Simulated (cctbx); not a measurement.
# Absolute structure of SrYCdAsS6

Space group F-43m (no. 216), a = 9.7520 Å, b = 9.7520 Å, c = 9.7520 Å, α = 90.00°, β = 90.00°, γ = 90.00°.

```
atom  mult.    x    y       z  Ueq (Å²)
 Cd1      4  1/4  1/4     3/4    0.0080
  Y1      4  1/2    0       0    0.0065
 Sr1      4  1/4  1/4     1/4    0.0077
 As1      4    0    0       0    0.0135
  S1     24  1/2    0  0.7314    0.0197
```

The model is made up (kin elements in a known structure type, no relaxation), so it says nothing on whether the phase exists.

Data sets are simulated with cctbx and refined with Bijvoet mates kept apart; Flack x is then fitted as the share of an inverted twin with the atoms fixed, Hooft y from the Bijvoet differences. The group is acentric but holds improper operations, so there is an absolute structure (orientation) and no hand.

Untwinned crystal. What Flack and Hooft values should come out?

| λ (Å) | extinction (unmodelled) | d min (Å) | top counts | error (%) | model | R1 | Flack x | s.u. | Hooft y | s.u. | pairs |
| --- | --- | --- | --- | --- | --- | --- | --- | --- | --- | --- | --- |
| 0.71073 | 0 | 0.77 | 70000 | 2 | as given | 0.0040 | -0.001 | 0.002 | 0.003 | 0.003 | 58 |
| 0.71073 | 0 | 0.77 | 70000 | 2 | inverted | 0.0280 | 0.02 | 0.05 | -0.015 | 0.005 | 58 |
| 1.54184 | 0 | 0.83 | 5000 | 4 | as given | 0.0137 | -0.010 | 0.014 | -0.007 | 0.018 | 48 |

With Mo Kα, x is within 3 s.u. of 0, so the absolute structure is right. With Cu Kα, x is within 3 s.u. of 0, so the absolute structure is right. The inverted model doesn't give 1 − x: the structure is pseudo-centrosymmetric, and the refinement slid into another minimum.

A further crystal gives:

| λ (Å) | extinction (unmodelled) | d min (Å) | top counts | error (%) | model | R1 | Flack x | s.u. | Hooft y | s.u. | pairs |
| --- | --- | --- | --- | --- | --- | --- | --- | --- | --- | --- | --- |
| 0.71073 | 0 | 0.84 | 20000 | 4 | as given | 0.0124 | 0.134 | 0.008 | 0.146 | 0.008 | 47 |

**Question.** What is it?

It was simulated as an inversion twin with a fraction 0.15 of the inverted domain. Flack x is over 3 s.u. from both 0 and 1 and reads that fraction.

[Logs are printed without paths, hosts, clocks, repeated set-up lines and the standing remarks that a program may print on its own settings, such as how far it seeks lower states.]
